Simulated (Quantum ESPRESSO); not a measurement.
# MnF2: which magnetic order is lowest, part 2 of 3

Does MnF2 prefer parallel or opposed moments, or none?

Quantum ESPRESSO 7.5; LDA with U = 2.4 eV on Mn d (ortho-atomic projectors); plane waves with GBRV 1.5 LDA potentials, no spin-orbit coupling.

So far, absolute magnetization (μB): step 2 (run 1, typed as ferro ++) 10.

## (3) Run 2 (antiferro +−)

The input, pw.in:

```
&CONTROL
  calculation = 'scf'
  prefix = 'pwscf'
  outdir = './tmp'
  pseudo_dir = './pseudo'
  disk_io = 'nowf'
/
&SYSTEM
  ibrav = 0
  celldm(1) = 8
  nat = 6
  ntyp = 3
  ecutwfc = 40
  ecutrho = 280
  nbnd = 39
  occupations = 'smearing'
  smearing = 'fd'
  degauss = 0.00367493
  nspin = 2
  starting_magnetization(1) = 0.3
  starting_magnetization(2) = -0.3
  starting_magnetization(3) = 0
/
&ELECTRONS
  conv_thr = 1.2d-08
  electron_maxstep = 150
  mixing_beta = 0.3
/
ATOMIC_SPECIES
Mn1    54.9380 mn_lda_v1.5.uspp.F.UPF
Mn2    54.9380 mn_lda_v1.5.uspp.F.UPF
F      18.9984 f_lda_v1.4.uspp.F.UPF
CELL_PARAMETERS alat
   1.1512683982751    0.0000000000000    0.0000000000000
   0.0000000000000    1.1512683982751    0.0000000000000
   0.0000000000000    0.0000000000000    0.7820395350998
ATOMIC_POSITIONS crystal
Mn1     0.0000000000    0.0000000000    0.0000000000
Mn2     0.5000000000    0.5000000000    0.5000000000
F       0.3053000000    0.3053000000    0.0000000000
F       0.1947000000    0.8053000000    0.5000000000
F       0.6947000000    0.6947000000    0.0000000000
F       0.8053000000    0.1947000000    0.5000000000
K_POINTS automatic
6 6 6 0 0 0
HUBBARD {ortho-atomic}
U Mn1-3d 2.4000
U Mn2-3d 2.4000
```

Started as:

```console
OMP_NUM_THREADS=1 mpirun -n 2 pw.x -nk 2 -in pw.in > pw.out
```

Output:

```text
[banner, memory and clock lines left out]
Program PWSCF v.7.5 starts

     Message from routine setup:
     using ibrav=0 with symmetry is DISCOURAGED, use correct ibrav instead

     bravais-lattice index     =            0
     lattice parameter (alat)  =       8.0000  a.u.
     unit-cell volume          =     530.7034 (a.u.)^3
     number of atoms/cell      =            6
     number of atomic types    =            3
     number of electrons       =        58.00
     number of Kohn-Sham states=           39
     kinetic-energy cutoff     =      40.0000  Ry
     charge density cutoff     =     280.0000  Ry
     scf convergence threshold =      1.2E-08
     mixing beta               =       0.3000
     number of iterations used =            8  plain     mixing
     Exchange-correlation=  SLA  PZ   NOGX NOGC
                           (   1   1   0   0   0   0   0)
     Hubbard projectors: ortho-atomic
     Hubbard parameters of DFT+U (Dudarev formulation) in eV:
     U(Mn1-3d) =  2.4000
     U(Mn2-3d) =  2.4000

     Internal variables: lda_plus_u =T, lda_plus_u_kind = 0

     Internal variables: orbital_resolved =F, hub_pot_fix =F, apply_U = F

     celldm(1)=   8.000000  celldm(2)=   0.000000  celldm(3)=   0.000000
     celldm(4)=   0.000000  celldm(5)=   0.000000  celldm(6)=   0.000000

     crystal axes: (cart. coord. in units of alat)
               a(1) = (   1.151268   0.000000   0.000000 )
               a(2) = (   0.000000   1.151268   0.000000 )
               a(3) = (   0.000000   0.000000   0.782040 )

     reciprocal axes: (cart. coord. in units 2 pi/alat)
               b(1) = (  0.868607  0.000000  0.000000 )
               b(2) = (  0.000000  0.868607  0.000000 )
               b(3) = (  0.000000  0.000000  1.278708 )

     PseudoPot. # 1 for Mn read from file:
     mn_lda_v1.5.uspp.F.UPF
     Pseudo is Ultrasoft + core correction, Zval = 15.0

     PseudoPot. # 2 for Mn read from file:
     mn_lda_v1.5.uspp.F.UPF
     Pseudo is Ultrasoft + core correction, Zval = 15.0

     PseudoPot. # 3 for F  read from file:
     f_lda_v1.4.uspp.F.UPF
     Pseudo is Ultrasoft, Zval =  7.0

     atomic species   valence    mass     pseudopotential
     Mn1              15.00    54.93800     Mn( 1.00)
     Mn2              15.00    54.93800     Mn( 1.00)
     F                 7.00    18.99840     F ( 1.00)

     Starting magnetic structure
     atomic species   magnetization
     Mn1             0.300
     Mn2            -0.300
     F               0.000

      8 Sym. Ops., with inversion, found

   Cartesian axes

     site n.     atom                  positions (alat units)
         1        Mn1    tau(   1) = (   0.0000000   0.0000000   0.0000000  )
         2        Mn2    tau(   2) = (   0.5756342   0.5756342   0.3910198  )
         3        F      tau(   3) = (   0.3514822   0.3514822   0.0000000  )
         4        F      tau(   4) = (   0.2241520   0.9271164   0.3910198  )
         5        F      tau(   5) = (   0.7997862   0.7997862   0.0000000  )
         6        F      tau(   6) = (   0.9271164   0.2241520   0.3910198  )

     number of k points=    52  Fermi-Dirac smearing, width (Ry)=  0.0037
                       cart. coord. in units 2pi/alat
        k(    1) = (   0.0000000   0.0000000   0.0000000), wk =   0.0046296
        k(    2) = (   0.0000000   0.0000000   0.2131180), wk =   0.0092593
        k(    3) = (   0.0000000   0.0000000   0.4262359), wk =   0.0092593
        k(    4) = (   0.0000000   0.0000000  -0.6393539), wk =   0.0046296
        k(    5) = (   0.0000000   0.1447679   0.0000000), wk =   0.0185185
        [... 47 further k-points ...]

     Dense  grid:    42069 G-vectors     FFT dimensions: (  50,  50,  36)

     Smooth grid:    18157 G-vectors     FFT dimensions: (  40,  40,  25)

     Check: negative core charge=   -0.000039
     Generating pointlists ...
     new r_m :   0.2050 (alat units)  1.6403 (a.u.) for type    1
     new r_m :   0.2050 (alat units)  1.6403 (a.u.) for type    2
     new r_m :   0.2050 (alat units)  1.6403 (a.u.) for type    3

     Initial potential from superposition of free atoms

     starting charge      56.9999, renormalised to      58.0000

     STARTING HUBBARD OCCUPATIONS:

     =================== HUBBARD OCCUPATIONS ===================
     ------------------------ ATOM    1 ------------------------
     Tr[ns(  1)] (up, down, total) =   5.00000  0.00000  5.00000
     Atomic magnetic moment for atom   1 =   5.00000
     [... lines left out ...]
     ------------------------ ATOM    2 ------------------------
     Tr[ns(  2)] (up, down, total) =   0.00000  5.00000  5.00000
     Atomic magnetic moment for atom   2 =  -5.00000
     [... lines left out ...]
     Number of occupied Hubbard levels =   10.0000

     Atomic wfc used for Hubbard projectors are orthogonalized

     Starting wfcs are   42 randomized atomic wfcs

     Self-consistent Calculation

     iteration #  1     ecut=    40.00 Ry     beta= 0.30
     Davidson diagonalization with overlap
     ethr =  1.00E-02,  avg # of iterations =  2.4

     =================== HUBBARD OCCUPATIONS ===================
     ------------------------ ATOM    1 ------------------------
     Tr[ns(  1)] (up, down, total) =   4.96351  0.16740  5.13090
     Atomic magnetic moment for atom   1 =   4.79611
     [... lines left out ...]
     ------------------------ ATOM    2 ------------------------
     Tr[ns(  2)] (up, down, total) =   0.16740  4.96351  5.13091
     Atomic magnetic moment for atom   2 =  -4.79611
     [... lines left out ...]
     Number of occupied Hubbard levels =   10.2618

     Threshold (ethr) on eigenvalues was too large:
     Diagonalizing with lowered threshold

     Davidson diagonalization with overlap
     ethr =  7.29E-04,  avg # of iterations =  1.2

     total energy              =    -616.77995455 Ry
     estimated scf accuracy    <       0.41960661 Ry

     total magnetization       =    -0.00 Bohr mag/cell
     absolute magnetization    =     9.67 Bohr mag/cell

     iteration #  2     ecut=    40.00 Ry     beta= 0.30
     Davidson diagonalization with overlap
     ethr =  7.23E-04,  avg # of iterations =  2.0

     total energy              =    -616.84187298 Ry
     estimated scf accuracy    <       0.04941043 Ry

     total magnetization       =     0.00 Bohr mag/cell
     absolute magnetization    =     9.64 Bohr mag/cell

     [... further iterations left out ...]

     iteration # 10     ecut=    40.00 Ry     beta= 0.30
     Davidson diagonalization with overlap
     ethr =  1.28E-10,  avg # of iterations =  2.0

     negative rho (up, down):  6.322E-04 6.322E-04

     total energy              =    -616.84996467 Ry
     estimated scf accuracy    <       0.00000002 Ry

     total magnetization       =    -0.00 Bohr mag/cell
     absolute magnetization    =     9.66 Bohr mag/cell

     iteration # 11     ecut=    40.00 Ry     beta= 0.30
     Davidson diagonalization with overlap
     ethr =  3.24E-11,  avg # of iterations =  3.0

     negative rho (up, down):  6.320E-04 6.320E-04

     Magnetic moment per site  (integrated on atomic sphere of radius R)
     atom   1 (R=0.205)  charge= 12.3323  magn=  4.1818
     atom   2 (R=0.205)  charge= 12.3323  magn= -4.1818
     atom   3 (R=0.205)  charge=  6.6822  magn= -0.0277
     atom   4 (R=0.205)  charge=  6.6822  magn=  0.0277
     atom   5 (R=0.205)  charge=  6.6822  magn= -0.0277
     atom   6 (R=0.205)  charge=  6.6822  magn=  0.0277

     End of self-consistent calculation

     =================== HUBBARD OCCUPATIONS ===================
     ------------------------ ATOM    1 ------------------------
     Tr[ns(  1)] (up, down, total) =   4.98056  0.24144  5.22200
     Atomic magnetic moment for atom   1 =   4.73912
     [... lines left out ...]
     ------------------------ ATOM    2 ------------------------
     Tr[ns(  2)] (up, down, total) =   0.24144  4.98056  5.22200
     Atomic magnetic moment for atom   2 =  -4.73912
     [... lines left out ...]
     Number of occupied Hubbard levels =   10.4440

     Number of k-points >= 100: set verbosity='high' to print the bands.

     the Fermi energy is     6.8917 ev

!    total energy              =    -616.84996468 Ry
     estimated scf accuracy    <          2.0E-09 Ry
     smearing contrib. (-TS)   =      -0.00000000 Ry
     internal energy E=F+TS    =    -616.84996468 Ry

     The total energy is F=E-TS. E is the sum of the following terms:
     one-electron contribution =    -375.10386434 Ry
     hartree contribution      =     211.85805575 Ry
     xc contribution           =     -89.46107711 Ry
     ewald contribution        =    -364.18633894 Ry
     Hubbard energy            =       0.04325996 Ry

     total magnetization       =     0.00 Bohr mag/cell
     absolute magnetization    =     9.66 Bohr mag/cell

     convergence has been achieved in  11 iterations
```

It took 70 s on 2 MPI ranks of Arm Neoverse V2, shared host; peak memory 0.47 GiB; 2.3 min of CPU time.

Spin moment in the atom's sphere by atom:

| atom | spin moment in the atom's sphere (μB) |
| --- | --- |
| Mn1 | 4.18 |
| Mn2 | -4.18 |
| F3 | -0.03 |
| F4 | 0.03 |
| F5 | -0.03 |
| F6 | 0.03 |

Numbers from this step:

```yaml
smearing_term_ts: 3.00e-13 eV
magnetization: 0 μB
absolute_magnetization: 9.663 μB
final_state: antiferromagnetic
```

Spin density in the ab plane at fractional z = 0.000, with atoms of Mn and F within 0.2 Å of it.

Ten even steps from '0' (-0.1 e/Å³) to '9' (7.0 e/Å³), each cell a mean:
```
73000000000015
10000000000001
00000000000000
00000000000000
00000000000000
00000000000000
00000000000000
00000000000000
00000000000000
00000000000000
00000000000000
31000000000002
94000000000017
```
Columns run along a (4.9 Å), rows up along b (4.9 Å). Atoms in or near the plane, at fractional coordinates: Mn at (0.00, 0.00), F at (0.31, 0.31), F at (0.69, 0.69).

Valence density in the ab plane at fractional z = 0.000, with atoms of Mn and F within 0.2 Å of it. It is the smooth field of the valence electrons, not physical close to the nuclei.

Ten steps, logarithmic in the rise over the least value, from '0' (0 e/Å³) to '9' (16 e/Å³), each cell a mean:
```
98410000001269
64200000233235
21000002477522
00000003699631
00000002588520
00000001354310
00123211111100
01357631000000
01479841000000
12478741000000
43345420000023
86322100000147
99510000000269
```
Columns run along a (4.9 Å), rows up along b (4.9 Å). Atoms in or near the plane, at fractional coordinates: Mn at (0.00, 0.00), F at (0.31, 0.31), F at (0.69, 0.69).

## (4) Run 3, typed as no spin polarisation

pw.in: that of step 3 with these lines changed.

```diff
@@ -11,3 +11,3 @@
   nat = 6
-  ntyp = 3
+  ntyp = 2
   ecutwfc = 40
@@ -18,6 +18,2 @@
   degauss = 0.00367493
-  nspin = 2
-  starting_magnetization(1) = 0.3
-  starting_magnetization(2) = -0.3
-  starting_magnetization(3) = 0
 /
@@ -29,4 +25,3 @@
 ATOMIC_SPECIES
-Mn1    54.9380 mn_lda_v1.5.uspp.F.UPF
-Mn2    54.9380 mn_lda_v1.5.uspp.F.UPF
+Mn     54.9380 mn_lda_v1.5.uspp.F.UPF
 F      18.9984 f_lda_v1.4.uspp.F.UPF
@@ -37,4 +32,4 @@
 ATOMIC_POSITIONS crystal
-Mn1     0.0000000000    0.0000000000    0.0000000000
-Mn2     0.5000000000    0.5000000000    0.5000000000
+Mn      0.0000000000    0.0000000000    0.0000000000
+Mn      0.5000000000    0.5000000000    0.5000000000
 F       0.3053000000    0.3053000000    0.0000000000
@@ -46,3 +41,2 @@
 HUBBARD {ortho-atomic}
-U Mn1-3d 2.4000
-U Mn2-3d 2.4000
+U Mn-3d 2.4000
```

Output:

```text
     [... lines left out ...]
Program PWSCF v.7.5 starts
     [... lines left out ...]
     number of atoms/cell      =            6
     [... lines left out ...]
     number of electrons       =        58.00
     number of Kohn-Sham states=           39
     kinetic-energy cutoff     =      40.0000  Ry
     charge density cutoff     =     280.0000  Ry
     scf convergence threshold =      1.2E-08
     [... lines left out ...]
     16 Sym. Ops., with inversion, found ( 8 have fractional translation)
     [... lines left out ...]
     number of k points=    40  Fermi-Dirac smearing, width (Ry)=  0.0037
     [... lines left out ...]
     iteration # 12     ecut=    40.00 Ry     beta= 0.30
     [... lines left out ...]
     Tr[ns(  1)] =   5.48672
     [... lines left out ...]
     Tr[ns(  2)] =   5.48672
     [... lines left out ...]
     the Fermi energy is     6.1627 ev
!    total energy              =    -616.28641058 Ry
     estimated scf accuracy    <          6.6E-09 Ry
     smearing contrib. (-TS)   =      -0.00579272 Ry
     [... lines left out ...]
     convergence has been achieved in  12 iterations
```

It took 29 s on 2 MPI ranks; peak memory 0.28 GiB.

Read from the output:

```yaml
smearing_term_ts: 0.07881 eV
final_state: non-magnetic (no spin polarisation)
```

(Part 2 of 3 ends here.)

[Logs and program files are shortened in this print: banners, set-up blocks, solver, clock and traceback lines can be left out without a mark of their own.]

[Logs are printed without paths, hosts, clocks, repeated set-up lines and the standing remarks that a program may print on its own settings, such as how far it seeks lower states.]

[Hosts, paths, dates, database ids (printed as entryN), source tags and the programs' standing remarks are cut or masked in the printed files.]

[Where a cell is said to come from a database of computed structures, the database is the Materials Project.]
